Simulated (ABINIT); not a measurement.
# Quasiparticle gap of Cs2KYF6 (Fm-3m) in ABINIT, part 2 of 2

Aim: the G0W0 gap of Cs2KYF6 (Fm-3m) on PBEsol, step by step.

ABINIT 10.8.3; PBEsol and many-body steps on it, plane waves. Known limits of the many-body steps: not at the basis limit; no spin-orbit coupling; coarse k mesh.

So far. Step 2 (Ground state): The gap is direct, at Γ. Step 3 (Empty states on the mesh, 2×2×2 mesh, 257 bands): On this mesh the gap is 6.587 eV.

## 4. Screening, 2×2×2 mesh, 235 bands, screening to 130.6 eV

The RPA dielectric matrix is built and inverted for each q.

This step: RPA screening on PBEsol, plane waves, norm-conserving pseudopotentials.

run.abi reads:

```
acell 3*1.0 Angstrom
rprim 
  0.000000000000 4.722500000000 4.722500000000
  4.722500000000 0.000000000000 4.722500000000
  4.722500000000 4.722500000000 -0.000000000000
ntypat 4
znucl 19 55 39 9
natom 10
typat 1 2 2 3 4 4 4 4 4 4
xred 
  0.500000000000 0.500000000000 0.500000000000
  0.250000000000 0.250000000000 0.250000000000
  0.750000000000 0.750000000000 0.750000000000
  0.000000000000 0.000000000000 0.000000000000
  0.775000000000 0.225000000000 0.225000000000
  0.225000000000 0.775000000000 0.225000000000
  0.225000000000 0.775000000000 0.775000000000
  0.775000000000 0.225000000000 0.775000000000
  0.225000000000 0.225000000000 0.775000000000
  0.775000000000 0.775000000000 0.225000000000
pp_dirpath "pseudos"
pseudos "K.upf, Cs.upf, Y.upf, F.upf"
ecut 36
ngkpt 2 2 2
nshiftk 1
shiftk 0 0 0
kptopt 1
chksymbreak 0
istwfk *1
occopt 1
irdwfk 1
optdriver 3
nband 235
ecuteps 4.8
inclvkb 2
awtr 1
symchi 1
indata_prefix "in"
outdata_prefix "out"
tmpdata_prefix "tmp"
```

Launch:

```console
OMP_NUM_THREADS=1 mpirun -n 4 abinit run.abi > log
```

Numbers of over 12 decimals in the logs are rounded to 6 here.

The log of the run:

```text
.Version 10.8.3 of ABINIT. v10.8.2 released Aug 2026.

 Symmetries : space group Fm -3 m (#225); Bravais cF (face-center cubic)
[... echo of the input left out ...]
== DATASET  1 ==================================================================
-   mpi_nproc: 4, omp_nthreads: 1 (-1 if OMP is not activated)

--- !DatasetInfo
iteration_state: {dtset: 1, }
dimensions: {natom: 10, nkpt: 3, mband: 235, nsppol: 1, nspinor: 1, nspden: 1, mpw: 14668, }
cutoff_energies: {ecut:  36.0, pawecutdg:  -1.0, }
electrons: {nelect:   8.00000000E+01, charge:   0.00000000E+00, occopt:   1.00000000E+00, tsmear:   1.00000000E-02, }

 SCREENING: Calculation of the susceptibility and dielectric matrices

 Based on a program developped by R.W. Godby, V. Olevano, G. Onida, and L. Reining.
 Incorporated in ABINIT by V. Olevano, G.-M. Rignanese, and M. Torrent.
.Using double precision arithmetic ; gwpc =  8

[... cell and pseudopotentials left out ...]
--------------------------------------------------------------------------------

 ==== K-mesh for the wavefunctions ====
 Number of points in the irreducible wedge :     3
[... list of points left out ...]
 Together with 48 symmetry operations and time-reversal symmetry
 yields     8 points in the full Brillouin Zone.

 ==== Q-mesh for the screening function ====
 Number of points in the irreducible wedge :     3
[... list of points left out ...]
 Together with 48 symmetry operations and time-reversal symmetry
 yields     8 points in the full Brillouin Zone.

 setmesh: FFT mesh size selected  =    48x   48x   48
          total number of points  =       110592

 vcoul_init : cutoff-mode = AUXILIARY_FUNCTION
 q-points for optical limit:   1
     1)      0.000010    0.000020    0.000030

- screening: taking advantage of time-reversal symmetry
- Maximum band index for partially occupied states nbvw = 40
- Remaining bands to be divided among processors   nbcw = 195
- Number of bands treated by each node ~48

 Number of electrons calculated from density =   80.0000; Expected =   80.0000
 average of density, n =  0.056279
 r_s =    1.6188
 omega_plasma =   22.8839 [eV]

 calculating chi0 at frequencies [eV] :
  1    0.000000E+00    0.000000E+00
  2    0.000000E+00    2.288386E+01

--------------------------------------------------------------------------------
  q-point number  1        q = ( 0.000000, 0.000000, 0.000000) [r.l.u.]
--------------------------------------------------------------------------------
[... chi0 elements left out ...]
 For q-point:  0.000010 0.000020 0.000030
  dielectric constant =   2.1284
  dielectric constant without local fields =   2.4012

  Average fulfillment of the sum rule on Im[epsilon] for q-point    1 :     55.38  [%]
[... wings left out ...]
  q-point number  2        q = ( 0.500000, 0.000000, 0.000000) [r.l.u.]
--------------------------------------------------------------------------------
[... chi0 elements left out ...]
  Average fulfillment of the sum rule on Im[epsilon] for q-point    2 :     60.03  [%]

 [... 1 further q-points ...]
```

The job ended after 4 min (4 MPI ranks of Arm Neoverse V1, shared host; peak memory 3.7 GiB).

Numbers from this step:

```
ε∞ with local fields, on this mesh, along the program's q direction : 2.128
the same without local fields                                       : 2.401
plasma frequency                                                    : 22.88 eV
plane waves in the screening matrix                                 : 725
```

Local fields lower ε∞ by 11 %. On a Γ-centred mesh this coarse the value itself is usually too large, while a short band sum pulls it down.

## 5. Self-energy, 2×2×2 mesh, 235 bands, screening to 130.6 eV

The self-energy is evaluated for the states that the input lists, and the levels follow from it, in one-shot runs by the linearised quasiparticle equation.

This step: G0W0 on PBEsol, plane waves, norm-conserving pseudopotentials.

Edit run.abi of step 4 so:

```diff
@@ -31,8 +31,15 @@
 irdwfk 1
-optdriver 3
+optdriver 4
 nband 235
+gwcalctyp 0
+ecutsigx 36
+symsigma 1
+nkptgw 1
+kptgw 
+  0.0000000000 0.0000000000 0.0000000000
+bdgw 
+  38 43
 ecuteps 4.8
-inclvkb 2
-awtr 1
-symchi 1
+irdscr 1
+ppmodel 1
 indata_prefix "in"
```

The log of the run:

```text
.Version 10.8.3 of ABINIT. v10.8.2 released Aug 2026.

 Symmetries : space group Fm -3 m (#225); Bravais cF (face-center cubic)
[... echo of the input left out ...]
== DATASET  1 ==================================================================
-   mpi_nproc: 4, omp_nthreads: 1 (-1 if OMP is not activated)

--- !DatasetInfo
iteration_state: {dtset: 1, }
dimensions: {natom: 10, nkpt: 3, mband: 235, nsppol: 1, nspinor: 1, nspden: 1, mpw: 14668, }
cutoff_energies: {ecut:  36.0, pawecutdg:  -1.0, }
electrons: {nelect:   8.00000000E+01, charge:   0.00000000E+00, occopt:   1.00000000E+00, tsmear:   1.00000000E-02, }

 SIGMA: Calculation of the GW corrections

 Based on a program developped by R.W. Godby, V. Olevano, G. Onida, and L. Reining.
 Incorporated in ABINIT by V. Olevano, G.-M. Rignanese, and M. Torrent.
.Using double precision arithmetic ; gwpc =  8

[... cell and pseudopotentials left out ...]
--------------------------------------------------------------------------------

 ==== K-mesh for the wavefunctions ====
 Number of points in the irreducible wedge :     3
[... list of points left out ...]
 Together with 48 symmetry operations and time-reversal symmetry
 yields     8 points in the full Brillouin Zone.

 ==== Q-mesh for screening function ====
 Number of points in the irreducible wedge :     3
[... list of points left out ...]
 Together with 48 symmetry operations and time-reversal symmetry
 yields     8 points in the full Brillouin Zone.

 vcoul_init : cutoff-mode = AUXILIARY_FUNCTION
 q-points for optical limit:   1
     1)      0.000010    0.000020    0.000030
 setmesh: FFT mesh size selected  =    72x   72x   72
          total number of points  =       373248

 Number of electrons calculated from density =   80.0000; Expected =   80.0000
 average of density, n =  0.056279
 r_s =    1.6188
 omega_plasma =   22.8839 [eV]

 === KS Band Gaps ===
  >>>> For spin  1
   Minimum direct gap =   6.5866 [eV], located at k-point      :   0.0000  0.0000  0.0000
   Fundamental gap    =   6.5866 [eV], Top of valence bands at :   0.0000  0.0000  0.0000
                                       Bottom of conduction at :   0.0000  0.0000  0.0000
 SIGMA fundamental parameters:
 PLASMON POLE MODEL  1
 number of plane-waves for SigmaX                14649
 number of plane-waves for SigmaC and W            725
 number of plane-waves for wavefunctions         14649
 number of bands                                   235
 number of independent spin polarizations            1
 number of spinorial components                      1
 number of k-points in IBZ                           3
 number of q-points in IBZ                           3
 number of symmetry operations                      48
 number of k-points in BZ                            8
 number of q-points in BZ                            8
 number of frequencies for dSigma/dE                 9
 frequency step for dSigma/dE [eV]                0.25
 number of omega for Sigma on real axis              0
 max omega for Sigma on real axis  [eV]           0.00
 zcut for avoiding poles [eV]                     0.10

 EPSILON^-1 parameters (SCR file):
 dimension of the eps^-1 matrix on file            725
 dimension of the eps^-1 matrix used               725
 number of plane-waves for wavefunctions         14649
 number of bands                                   235
 number of q-points in IBZ                           3
 number of frequencies                               2
 number of real frequencies                          1
 number of imag frequencies                          1

 matrix elements of self-energy operator (all in [eV])

 Perturbative Calculation

--- !SelfEnergy_ee
iteration_state: {dtset: 1, }
kpoint     : [   0.000,    0.000,    0.000, ]
spin       : 1
KS_gap     :    6.587
QP_gap     :    9.649
Delta_QP_KS:    3.062
data: !SigmaeeData |
     Band     E0 <VxcDFT>   SigX SigC(E0)      Z dSigC/dE  Sig(E)    E-E0       E
       38  -0.166 -21.943 -29.273   5.194   0.799  -0.252 -23.649  -1.706  -1.872
       39  -0.166 -21.943 -29.273   5.194   0.799  -0.252 -23.649  -1.706  -1.872
       40  -0.166 -21.943 -29.273   5.194   0.799  -0.252 -23.649  -1.706  -1.872
       41   6.420  -8.046  -3.837  -2.692   0.894  -0.119  -6.690   1.356   7.777
       42   7.798  -7.813  -3.542  -2.623   0.893  -0.120  -6.341   1.472   9.270
       43   7.798  -7.813  -3.542  -2.623   0.893  -0.120  -6.341   1.472   9.270

== END DATASET(S) ==============================================================
================================================================================

 -outvars: echo values of variables after computation  --------
           etotal      0.0000000000E+00
            nband         235
             nkpt           3
          spgroup         225
 [... the other variables as echoed above ...]

 Calculation completed.
```

The job ended after 36 s (4 MPI ranks; peak memory 2.5 GiB).

Numbers from this step:

| Property | Result |
| --- | --- |
| G0W0 gap on the points computed | 9.649 eV |
| starting gap on the mesh | 6.587 eV |
| k of the valence top | 0, 0, 0 |
| k of the conduction bottom | 0, 0, 0 |
| Z at the valence top | 0.799 |
| Z at the conduction bottom | 0.894 |
| least direct G0W0 gap on the computed points | 9.649 eV |

The gap on the mesh goes from 6.59 eV to 9.65 eV, a correction of +3.06 eV.

Limits: finite bands, cutoff and mesh; no spin-orbit coupling; coarse k mesh. v1 is the top filled band, c1 the lowest empty one. Levels before and after the correction, in eV, zero at the valence-band top of each column:

```csv
,conduction bottom,valence top
Kohn-Sham,6.59,0.00
G0W0,9.65,0.00
```

```csv
,level,energy (eV)
Kohn-Sham,Γ v3-v1,0.000
Kohn-Sham,Γ c1,6.587
Kohn-Sham,Γ c2-c3,7.965
G0W0,Γ v3-v1,0.000
G0W0,Γ c1,9.649
G0W0,Γ c2-c3,11.142
```

## 6. Where the time went

Times are wall times on the hardware named with each run, good to a factor of about two.

```csv
step,time,share,memory (GiB)
ground state,2 min,17 %,0.69
empty states on the mesh,5 min,43 %,0.54
screening,4 min,34 %,3.7
self-energy,36 s,5 %,2.5
```

## 7. Results

```yaml
pbesol_gap: 6.59 eV, direct
g0w0_gap_on_the_mesh: 9.65 eV
gw_settings: 2×2×2 mesh, 235 bands, screening to 130.6 eV, Godby-Needs plasmon pole
known_limits: not at the basis limit; no spin-orbit coupling; coarse k mesh
```

**Reading.** G0W0 moves the gap on the mesh from 6.59 eV to 9.65 eV (+3.06 eV), with Z of 0.80 and 0.89 at the edges. Local fields lower the RPA ε∞ on this mesh from 2.40 to 2.13; a Γ-centred mesh this coarse tends to raise both, most where the direct gap is narrow, while a short band sum lowers them. Only 1 of the mesh's irreducible points was corrected, so a valley elsewhere could overtake. Bands and cutoff are finite, so the gap is not at the basis limit. The miss can reach some tenths of an eV and take either sign; the mesh is an error of its own. In the G0W0 run levels were corrected at 1 k point alone, so a gap called «on the mesh» is the least over those, and an edge elsewhere would be missed. The 2×2×2 mesh is coarse for this cell, which bears on the long-range parts of exchange and screening. The many-body steps are scalar-relativistic: spin-orbit coupling is not in them.

[Paths, hosts, dates, memory and timing lines, banners, echoed tables and standing remarks are left out of the program output.]

[Logs are printed without paths, hosts, clocks, repeated set-up lines and the standing remarks that a program may print on its own settings, such as how far it seeks lower states.]

[Runs of the session that timed out or met a known fault of the program may be left out.]

[Hosts, paths, dates, database ids (printed as entryN), source tags and the programs' standing remarks are cut or masked in the printed files.]

[G0W0 gaps are taken among the corrected bands and points alone; a level outside them can change the order at an edge.]

[Where Ansatz stands beside ABINIT at settings called matched, ABINIT's density can come from a denser mesh and the files from another edition; pairs whose starting gaps differed by over 0.03 eV were left out, so agreement reads better than it is.]
